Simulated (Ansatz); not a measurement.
**GaAs wire along [111], 14 atoms a period, H-terminated: bands by functional**

Aim: is the GaAs wire along [111], 14 atoms a period, H-terminated a metal or a semiconductor?

Method: DFT PBE, plane waves, PAW; relaxation of a wire's period; PAW set soft_1, in the first sound run; inputs show where later runs differ, in Ansatz 0.2.0.

### 1. The starting structure

The cell holds 32 atoms: 7 Ga, 7 As and 18 H. Its edges and angles: a = 13.446 Å, b = 14.446 Å, c = 9.959 Å, α = 90.0°, β = 90.0°, γ = 90.0°. Vacuum lies along a and b. The structure's axis is c.

### 2. Relaxing the period

Band widths follow the bond lengths, so the wire is relaxed first. The atoms and the third cell vector are free; the box across stays fixed as vacuum. A Fermi-Dirac smearing is set since the result may be a metal. The pressure printed is a third of the stress's trace over the whole box, vacuum included; only the stress along the axis is relaxed.

The input, input.yaml:

```yaml
crystal:
  lattice:
    - [13.446, 0.0, 0.0]
    - [0.0, 14.446, 0.0]
    - [0.0, 0.0, 9.9592921435]
  atoms:
    - { symbol: Ga, position: [0.348807422, 0.41972533, 0.0] }
    - { symbol: Ga, position: [0.499999747, 0.663470416, 0.0] }
    - { symbol: As, position: [0.348807422, 0.41972533, 0.25] }
    - { symbol: As, position: [0.499999747, 0.663470416, 0.25] }
    - { symbol: As, position: [0.651192071, 0.41972533, 0.25] }
    - { symbol: H, position: [0.252863305, 0.633780904, 0.280451396] }
    - { symbol: H, position: [0.499999747, 0.235359269, 0.280451396] }
    - { symbol: H, position: [0.747136188, 0.633780904, 0.280451396] }
    - { symbol: H, position: [0.254685029, 0.369145446, 0.30187785] }
    - { symbol: H, position: [0.499999747, 0.764630184, 0.30187785] }
    - { symbol: H, position: [0.745314465, 0.369145446, 0.30187785] }
    - { symbol: Ga, position: [0.348807422, 0.582222054, 0.333333333] }
    - { symbol: Ga, position: [0.499999747, 0.338476968, 0.333333333] }
    - { symbol: Ga, position: [0.651192071, 0.582222054, 0.333333333] }
    - { symbol: As, position: [0.348807422, 0.582222054, 0.583333333] }
    - { symbol: As, position: [0.499999747, 0.338476968, 0.583333333] }
    - { symbol: As, position: [0.651192071, 0.582222054, 0.583333333] }
    - { symbol: H, position: [0.254685029, 0.53164217, 0.635211184] }
    - { symbol: H, position: [0.348807422, 0.683381822, 0.635211184] }
    - { symbol: H, position: [0.405877353, 0.287897084, 0.635211184] }
    - { symbol: H, position: [0.59412214, 0.287897084, 0.635211184] }
    - { symbol: H, position: [0.651192071, 0.683381822, 0.635211184] }
    - { symbol: H, position: [0.745314465, 0.53164217, 0.635211184] }
    - { symbol: Ga, position: [0.499999747, 0.500973692, 0.666666667] }
    - { symbol: As, position: [0.499999747, 0.500973692, 0.916666667] }
    - { symbol: H, position: [0.252863305, 0.47128418, 0.947118062] }
    - { symbol: H, position: [0.348807422, 0.316607631, 0.947118062] }
    - { symbol: H, position: [0.40405563, 0.715029265, 0.947118062] }
    - { symbol: H, position: [0.595943864, 0.715029265, 0.947118062] }
    - { symbol: H, position: [0.651192071, 0.316607631, 0.947118062] }
    - { symbol: H, position: [0.747136188, 0.47128418, 0.947118062] }
    - { symbol: Ga, position: [0.651192071, 0.41972533, 0.0] }
kpoints:
  mp_grid: { grid: [1, 1, 9] }
scf:
  occupations: { method: fermi_dirac, width: 0.05 }
hamiltonian:
  xc: pbe
  pseudopotentials: { kind: paw, azcp: { folder: soft_1 } }
relax:
  cell: { fix: [a, b, alpha, beta, gamma] }
  max_steps: 45
  f_tol: 0.03
```

Launch:

```console
> ansatz run input.yaml --threads 4 --pin off --max-ram 16384MiB --backend cpu --events-out ev --progress --plain --runs-dir out
```

Numbers of over 12 decimals in the logs are rounded to 6 here.

The program printed:

```text
Engine: ansatz 0.2.0, aarch64-unknown-linux-gnu
Pseudopotentials: kind: paw
Pseudopotential: Ga, paw, valence charge 13, recommended cutoff 420 eV (normal), soft_1/Ga.paw.azcp
Pseudopotential: As, paw, valence charge 15, recommended cutoff 420 eV (normal), soft_1/As.paw.azcp
Pseudopotential: H, paw, valence charge 1, recommended cutoff 420 eV (normal), soft_1/H.paw.azcp
Functional definition: PBE
  parameter kappa = 0.804
  parameter beta = 0.066725
  exchange = pbe_x(kappa = kappa, mu = beta*pi^2/3)
  correlation = pbe_c(beta = beta)
Crystal: 32 atoms, lattice volume = 1934.502 Å³
Basis set: ecut = 420 eV, 37761 PW (Γ), exchange–correlation on 180×200×144 points (8 copies of the dense FFT grid, shifted against one another)
Bands: 139, of which v1, the nominal top of the filled ones, is band 107 counted from 1 (106 counted from 0)
Symmetry: 2 space group operations
Space group: Pm (ITA 6), of the structure as read, at distance tolerance 1.2e-4 Å
k-points: 5 of 9 (time reversal used)
Non-local potential: Ga, projectors of the file, l = 0: 2, l = 1: 2, l = 2: 3, l = 3: 1
Non-local potential: As, projectors of the file, l = 0: 2, l = 1: 2, l = 2: 3, l = 3: 1
Non-local potential: H, projectors of the file, l = 0: 2, l = 1: 1
PAW form: soft (Blöchl's): semilocal exchange-correlation on the pseudo side does not see the compensation charge
PAW one-centre angular grid: Ga, 590 points (default); XC on 64 Gauss nodes
PAW one-centre angular grid: As, 590 points (default); XC on 64 Gauss nodes
PAW one-centre angular grid: H, 110 points (default); XC on 64 Gauss nodes
Initial density: superposition of atomic densities (neutral atoms: chi_scale 0, normalization atom)
Initial wavefunctions: pseudopotential atomic-orbital guess
Functional: x = pbe(κ = 0.804, μ = 0.219515), c = pbe(β = 0.066725)
SCF iter   1: F=—  HF=-60763.307426 eV  |F-HF|=—  |Δ(HF+E_count)|=         —  Δρ=3.05e-2  dr2=1.83e1  ethr=3.10e-3  ⟨swp⟩=6.6  Hψ=3015  notcnv=0  defer=26
preconditioner: auto → Resta (q_TF=auto, 1.890 Å⁻¹)  ε∞=1.5  [insulator: Δε(μ)=3.349 eV  Ē_g=13.827 eV  σ=0.050 eV  W_gap=1.00  n_scr=212 (ndim 8)  ℏωp=10.1 eV  f_vac=0.658  D(μ)=0.00/eV (n_scr^D=0)  ε∞_Penn≈1.5  vacuum switching on, ρ_ref=1.4e-2 e/Å³]
SCF iter   2: F=—  HF=-60758.155311 eV  |F-HF|=—  |Δ(HF+E_count)|=    5.15e0  Δρ=1.28e-2  dr2=3.08e0  ethr=3.10e-3  ⟨swp⟩=3.0  Hψ=1168  notcnv=0  defer=131
SCF iter   3: F=—  HF=-60757.509815 eV  |F-HF|=—  |Δ(HF+E_count)|=   6.45e-1  Δρ=3.66e-3  dr2=6.27e-1  ethr=1.44e-3  ⟨swp⟩=3.4  Hψ=1236  notcnv=0  defer=123
SCF iter   4: F=—  HF=-60757.327868 eV  |F-HF|=—  |Δ(HF+E_count)|=   1.82e-1  Δρ=1.30e-3  dr2=2.26e-2  ethr=2.93e-4  ⟨swp⟩=4.0  Hψ=1035  notcnv=0  defer=123
SCF iter   5: F=—  HF=-60757.330852 eV  |F-HF|=—  |Δ(HF+E_count)|=   2.98e-3  Δρ=3.80e-4  dr2=2.27e-3  ethr=1.06e-5  ⟨swp⟩=3.0  Hψ=1222  notcnv=0  defer=115
SCF iter   6: F=—  HF=-60757.330543 eV  |F-HF|=—  |Δ(HF+E_count)|=   3.09e-4  Δρ=1.26e-4  dr2=2.46e-4  ethr=1.06e-6  ⟨swp⟩=2.0  Hψ=940  notcnv=0  defer=115
SCF iter   7: F=—  HF=-60757.330694 eV  |F-HF|=—  |Δ(HF+E_count)|=   1.51e-4  Δρ=4.25e-5  dr2=3.11e-5  ethr=1.15e-7  ⟨swp⟩=2.0  Hψ=840  notcnv=0  defer=115
SCF iter   8: F=—  HF=-60757.330571 eV  |F-HF|=—  |Δ(HF+E_count)|=   1.24e-4  Δρ=1.29e-5  dr2=3.15e-6  ethr=1.46e-8  ⟨swp⟩=2.0  Hψ=988  notcnv=0  defer=115
SCF iter   9: F=—  HF=-60757.330573 eV  |F-HF|=—  |Δ(HF+E_count)|=   2.07e-6  Δρ=4.22e-6  dr2=3.41e-7  ethr=1.47e-9  ⟨swp⟩=2.0  Hψ=915  notcnv=0  defer=115
SCF iter  10: F=-60757.330573 eV  HF=-60757.330573 eV  |F-HF|=4.32e-9  |Δ(HF+E_count)|=   4.68e-7  Δρ=1.34e-6  dr2=4.33e-8  ethr=4.67e-11  ⟨swp⟩=4.0  Hψ=2309  notcnv=0
SCF 1 converged in 10 iterations: F = -60757.330573 eV  dr2 = 4.33e-8
  greatest PAW one-centre occupation: 0.999 electrons in one spin orbital (limit 2), on the As atom at site 16 (counted from 0), in its partial waves of l = 2
relax step   1: F+E_penalty+E_count = -60757.33057322 eV  Δ(F+E_penalty+E_count) = +0.000e0 eV  max|allowed force component| = 1.566e0 eV/Å  Δτ_max = 0.0000 Å  P = -0.320 GPa  Ω = 1934.502 Å³  fix = [a, b, alpha, beta, gamma]  reactions: a -0.456, b -0.459 GPa; alpha -0.001 GPa/rad  (10 SCF iters, dr2 threshold 1.00e-7 eV, accepted)
Crystal: 32 atoms, lattice volume = 1932.238 Å³
Basis set: ecut = 420 eV, 37729 PW (Γ), exchange–correlation on 180×200×144 points (8 copies of the dense FFT grid, shifted against one another)
Initial density: handed on by an earlier stage of this run
Initial wavefunctions: those handed on with the density
iter 1 solved again at ethr=2.02e-4 eV; its pass at ethr=3.10e-3 eV (dr2=4.32e-1 eV) is discarded
SCF iter   1: F=—  HF=-60758.557603 eV  |F-HF|=—  |Δ(HF+E_count)|=         —  Δρ=6.12e-3  dr2=4.34e-1  ethr=2.02e-4  ⟨swp⟩=4.8  Hψ=3143  notcnv=0
preconditioner: auto → Resta (q_TF=auto, 1.891 Å⁻¹)  ε∞=1.6  [insulator: Δε(μ)=3.042 eV  Ē_g=13.634 eV  σ=0.050 eV  W_gap=1.00  n_scr=212 (ndim 8)  ℏωp=10.1 eV  f_vac=0.702  D(μ)=0.00/eV (n_scr^D=0)  ε∞_Penn≈1.6  vacuum switching on, ρ_ref=1.3e-2 e/Å³]
SCF iter   2: F=—  HF=-60758.464661 eV  |F-HF|=—  |Δ(HF+E_count)|=   9.29e-2  Δρ=2.94e-3  dr2=6.82e-2  ethr=2.02e-4  ⟨swp⟩=5.0  Hψ=1270  notcnv=0
SCF iter   3: F=—  HF=-60758.464287 eV  |F-HF|=—  |Δ(HF+E_count)|=   3.75e-4  Δρ=6.72e-4  dr2=8.76e-3  ethr=3.19e-5  ⟨swp⟩=2.0  Hψ=1182  notcnv=0  defer=138
SCF iter   4: F=—  HF=-60758.462661 eV  |F-HF|=—  |Δ(HF+E_count)|=   1.63e-3  Δρ=2.07e-4  dr2=9.12e-4  ethr=4.10e-6  ⟨swp⟩=2.0  Hψ=1047  notcnv=0  defer=138
SCF iter   5: F=—  HF=-60758.462604 eV  |F-HF|=—  |Δ(HF+E_count)|=   5.72e-5  Δρ=5.60e-5  dr2=6.68e-5  ethr=4.26e-7  ⟨swp⟩=2.0  Hψ=942  notcnv=0  defer=138
SCF iter   6: F=—  HF=-60758.462609 eV  |F-HF|=—  |Δ(HF+E_count)|=   4.88e-6  Δρ=2.25e-5  dr2=9.70e-6  ethr=3.12e-8  ⟨swp⟩=2.0  Hψ=1092  notcnv=0  defer=138
SCF iter   7: F=-60758.462610 eV  HF=-60758.462610 eV  |F-HF|=1.85e-7  |Δ(HF+E_count)|=   7.76e-7  Δρ=5.04e-6  dr2=5.52e-7  ethr=1.50e-9  ⟨swp⟩=4.0  Hψ=2227  notcnv=0
SCF 2 converged in 7 iterations: F = -60758.462610 eV  dr2 = 5.52e-7
relax step   2: F+E_penalty+E_count = -60758.46260979 eV  Δ(F+E_penalty+E_count) = -1.132e0 eV  max|allowed force component| = 4.805e-1 eV/Å  Δτ_max = 0.1948 Å  P = -0.170 GPa  Ω = 1932.238 Å³  energy of the carried Pulay correction = +2.729e-4 eV  fix = [a, b, alpha, beta, gamma]  reactions: a -0.238, b -0.242 GPa; alpha -0.001 GPa/rad  (7 SCF iters, dr2 threshold 3.20e-6 eV, accepted)
Crystal: 32 atoms, lattice volume = 1932.451 Å³
iter 1 solved again at ethr=9.32e-5 eV; its pass at ethr=3.10e-3 eV (dr2=1.99e-1 eV) is discarded
[...]
Initial wavefunctions: pseudopotential atomic-orbital guess (no wavefunctions were taken with the density)
iter 1 solved again at ethr=5.58e-7 eV; its pass at ethr=3.10e-3 eV (dr2=1.19e-3 eV) is discarded
SCF iter   1: F=—  HF=-60758.685562 eV  |F-HF|=—  |Δ(HF+E_count)|=         —  Δρ=1.78e-6  dr2=5.77e-8  ethr=5.58e-7  ⟨swp⟩=5.6  Hψ=4941  notcnv=0
eigensolver tolerance schedule: the retry pair's looser diagonalisation over-reported the residual by 20710.81 of it (diagonalisation noise at an unbounded share of the residual, at the tolerance the schedule requests for it); recorded, not acted on — ethr = c·dr2/N_el stays at c = 1.0e-1
preconditioner: auto → Resta (q_TF=auto, 1.890 Å⁻¹)  ε∞=1.5  [insulator: Δε(μ)=3.263 eV  Ē_g=13.745 eV  σ=0.050 eV  W_gap=1.00  n_scr=212 (ndim 8)  ℏωp=10.1 eV  f_vac=0.704  D(μ)=0.00/eV (n_scr^D=0)  ε∞_Penn≈1.5  vacuum switching on, ρ_ref=1.4e-2 e/Å³]
SCF iter   2: F=—  HF=-60758.685514 eV  |F-HF|=—  |Δ(HF+E_count)|=   4.83e-5  Δρ=1.05e-6  dr2=1.71e-8  ethr=2.69e-11  ⟨swp⟩=3.0  Hψ=1377  notcnv=0
SCF iter   3: F=—  HF=-60758.685514 eV  |F-HF|=—  |Δ(HF+E_count)|=   2.45e-9  Δρ=4.86e-7  dr2=3.92e-9  ethr=7.98e-12  ⟨swp⟩=2.0  Hψ=1055  notcnv=0
SCF iter   4: F=—  HF=-60758.685514 eV  |F-HF|=—  |Δ(HF+E_count)|=   2.82e-9  Δρ=1.32e-7  dr2=3.53e-10  ethr=1.83e-12  ⟨swp⟩=2.0  Hψ=880  notcnv=0
SCF iter   5: F=-60758.685514 eV  HF=-60758.685514 eV  |F-HF|=7.28e-12  |Δ(HF+E_count)|=  7.28e-11  Δρ=4.45e-8  dr2=3.73e-11  ethr=1.00e-12  ⟨swp⟩=4.0  Hψ=1965  notcnv=0
SCF 7 converged in 5 iterations: F = -60758.685514 eV  dr2 = 3.73e-11
relax step   7: F+E_penalty+E_count = -60758.68551374 eV  Δ(F+E_penalty+E_count) = +5.436e-6 eV  max|allowed force component| = 2.147e-2 eV/Å  Δτ_max = 0.0000 Å  P = +0.004 GPa  Ω = 1934.461 Å³  fix = [a, b, alpha, beta, gamma]  reactions: a +0.005, b +0.001 GPa; alpha -0.000 GPa/rad  stress off target by 7.34e-3 GPa on what of the cell is left free  SCF on the basis re-selected at this cell (its energy is not comparable with the rows above)  (5 SCF iters)
basis re-selected at this cell: Δ(F+E_penalty+E_count) = +5.436e-6 eV, ΔP = +0.000 GPa vs the last step (what re-selecting the basis moved, of the pressure what is left beyond the Pulay correction that the steps carried, after the strain that the cell walked since its last selection, with what the two solves' SCF thresholds leave and, on support functions, any second-order correction that the steps lacked; it is no m [...]
SCF converged after 5 iterations
Free energy (F): -60758.685514 eV
Harris-Foulkes:  -60758.685514 eV  (|F-HF|=7.28e-12)
Internal energy: -60758.685514 eV  (E = F + TS)
E sigma→0 (E₀):  -60758.685514 eV
Fermi energy:    -2.000905 eV
--- Per-component energies (eV) ---
  E_band       = -4398.979381
  E_kinetic    = 1690.502008
  E_local      = -91204.945063  (includes V_loc(G=0)·N_el)
  E_nonlocal   = -3390.824343
  E_hartree    = 46628.603230
  E_xc         = -1086.343667
  E_vxc        = -1100.793752  (∫ρ·V_xc dr)
  E_paw        = -28045.888443  (= ΣΔE_a)
  E_vpaw       = -3650.105411  (= ΣTr[D̂ρ^β])
  E_aug_tail   = -0.018281  (compensation charges beyond the density's cutoff)
  E_ewald      = 14650.229046
  E_smearing   = -0.000000  (= −TS)
  E_closure    = -0.000000  (closes the sum)
  Σ components = -60758.685514   (vs F -60758.685514, Δ=0.00e0)
--- Forces (eV/Å), atoms counted from 1 ---
  atom   1  Ga    -0.00812885    -0.00422109     0.00580422
  atom   2  Ga     0.00000000     0.00932991     0.00590159
  atom   3  As     0.00280623     0.00150995     0.00450456
  atom   4  As     0.00000000    -0.00298250     0.00462783
  atom   5  As    -0.00280623     0.00150995     0.00450456
  atom   6  H     -0.00083757     0.00046604     0.00670296
  atom   7  H      0.00000000    -0.00107203     0.00675415
  atom   8  H      0.00083757     0.00046604     0.00670296
  atom   9  H     -0.00121298    -0.00088944    -0.00532138
  atom  10  H      0.00000000     0.00159751    -0.00540802
  atom  11  H      0.00121298    -0.00088944    -0.00532138
  atom  12  Ga     0.01243489    -0.00704142    -0.00231292
  atom  13  Ga     0.00000000     0.01450309    -0.00209907
  atom  14  Ga    -0.01243489    -0.00704142    -0.00231292
  atom  15  As     0.00594749    -0.00350572     0.00049670
  atom  16  As     0.00000000     0.00709807     0.00022096
  atom  17  As    -0.00594749    -0.00350572     0.00049670
  atom  18  H     -0.00477876     0.00155668     0.00109795
  atom  19  H     -0.00373036     0.00341088     0.00104634
  atom  20  H     -0.00112986    -0.00495820     0.00114955
  atom  21  H      0.00112986    -0.00495820     0.00114955
  atom  22  H      0.00373036     0.00341088     0.00104634
  atom  23  H      0.00477876     0.00155668     0.00109795
  atom  24  Ga     0.00000000    -0.00008481    -0.02147478
  atom  25  As     0.00000000    -0.00014509     0.00760470
  atom  26  H      0.00075154     0.00052105    -0.00381324
  atom  27  H      0.00107635     0.00012404    -0.00365244
  atom  28  H     -0.00020476    -0.00109419    -0.00376545
  atom  29  H      0.00020476    -0.00109419    -0.00376545
  atom  30  H     -0.00107635     0.00012404    -0.00365244
  atom  31  H     -0.00075154     0.00052105    -0.00381324
  atom  32  Ga     0.00812885    -0.00422109     0.00580422
  max |Σ_I F_I| component: 1.32e-6 eV/Å
--- Stress (GPa, compression-positive) ---
        0.004663       0.000000       0.000000
        0.000000       0.000612       0.000309
        0.000000       0.000309       0.007336
  P = ⅓ Tr σ = 0.0042 GPa (0.042 kbar)
--- Relaxed structure (6 steps of the walk, 6 accepted, 1 SCFs on fresh bases) ---
  F+E_penalty+E_count = -60758.68551374 eV   max|allowed force component| = 2.147e-2 eV/Å   (the final SCF, on the basis selected at the relaxed cell)
  cell:  # Å, volume = 1934.4610 Å³
    - [13.446, 0.0, 0.0]
    - [0.0, 14.446, 0]
    - [0.0, 0, 9.959081]
  atoms:
    - { symbol: Ga, position: [0.341573, 0.415777, -0.012049] }
    - { symbol: Ga, position: [0.500000, 0.671276, -0.012057] }
    - { symbol: As, position: [0.355798, 0.423493, 0.242322] }
    - { symbol: As, position: [0.500000, 0.655998, 0.242303] }
    - { symbol: As, position: [0.644202, 0.423493, 0.242322] }
    - { symbol: H, position: [0.246324, 0.637260, 0.288646] }
    - { symbol: H, position: [0.500000, 0.228356, 0.288667] }
    - { symbol: H, position: [0.753676, 0.637260, 0.288646] }
    - { symbol: H, position: [0.266263, 0.375389, 0.305163] }
    - { symbol: H, position: [0.500000, 0.752226, 0.305115] }
    - { symbol: H, position: [0.733737, 0.375389, 0.305163] }
    - { symbol: Ga, position: [0.344484, 0.584587, 0.322676] }
    - { symbol: Ga, position: [0.500000, 0.333836, 0.322708] }
    - { symbol: Ga, position: [0.655516, 0.584587, 0.322676] }
    - { symbol: As, position: [0.358935, 0.576820, 0.576841] }
    - { symbol: As, position: [0.500000, 0.349378, 0.576855] }
    - { symbol: As, position: [0.641065, 0.576820, 0.576841] }
    - { symbol: H, position: [0.264646, 0.536839, 0.637675] }
    - { symbol: H, position: [0.348989, 0.672817, 0.637661] }
    - { symbol: H, position: [0.415656, 0.293355, 0.637673] }
    - { symbol: H, position: [0.584344, 0.293355, 0.637673] }
    - { symbol: H, position: [0.651011, 0.672817, 0.637661] }
    - { symbol: H, position: [0.735354, 0.536839, 0.637675] }
    - { symbol: Ga, position: [0.500000, 0.501014, 0.699274] }
    - { symbol: As, position: [0.500000, 0.500956, 0.940142] }
    - { symbol: H, position: [0.250134, 0.476928, 0.947977] }
    - { symbol: H, position: [0.352839, 0.311469, 0.948087] }
    - { symbol: H, position: [0.397337, 0.714326, 0.947972] }
    - { symbol: H, position: [0.602663, 0.714326, 0.947972] }
    - { symbol: H, position: [0.647161, 0.311469, 0.948087] }
    - { symbol: H, position: [0.749866, 0.476928, 0.947977] }
    - { symbol: Ga, position: [0.658427, 0.415777, -0.012049] }
```

Wall time 4.5 min (4 threads of Arm Neoverse V1, shared host); peak memory 4.7 GiB; 18 min of CPU time.

Step by step:

```tsv
step	energy less that of the first step (eV)	largest force component (eV/Å)	pressure (GPa)	volume (Å³)
1	0.0000	1.5661	-0.32	1934.50
2	-1.1320	0.4805	-0.17	1932.24
3	-1.3355	0.1335	-0.02	1932.45
4	-1.3488	0.0552	-0.01	1933.35
5	-1.3520	0.0882	0.00	1931.55
6	-1.3549	0.0215	0.00	1934.46
7*	-1.3549	0.0215	0.00	1934.46
```

Relaxation steps marked * repeat the geometry before them on a plane-wave basis chosen anew for their cell, so energy and pressure can jump there.

Forces are held to the 2 operations that the run works with; a distortion that breaks them can't arise in this run.

```tsv
cell as run	before	after	change
c (Å)	9.959	9.959	-0.0 %
```

The atoms that moved most (Å, along periodic axes as changes of fractional coordinates times the final cell, across vacuum about the mean position):

```tsv
atom	dx	dy	dz	length
Ga24	0.000	0.001	0.325	0.325
As25	0.000	0.000	0.234	0.234
H11	-0.156	0.090	0.033	0.183
H9	0.156	0.090	0.033	0.183
H10	0.000	-0.179	0.032	0.182
As16	0.000	0.157	-0.065	0.170
As15	0.136	-0.078	-0.065	0.170
As17	-0.136	-0.078	-0.065	0.170
```

Numbers from this step:

```yaml
cell_length_along_the_wire: 9.959 Å
```

The cell's length comes to 9.959 Å with spin left out.

(Part 1 of 2 ends here.)

[Logs are printed without paths, hosts, clocks, repeated set-up lines and the standing remarks that a program may print on its own settings, such as how far it seeks lower states.]

[Hosts, paths, dates, database ids (printed as entryN), source tags and the programs' standing remarks are cut or masked in the printed files.]
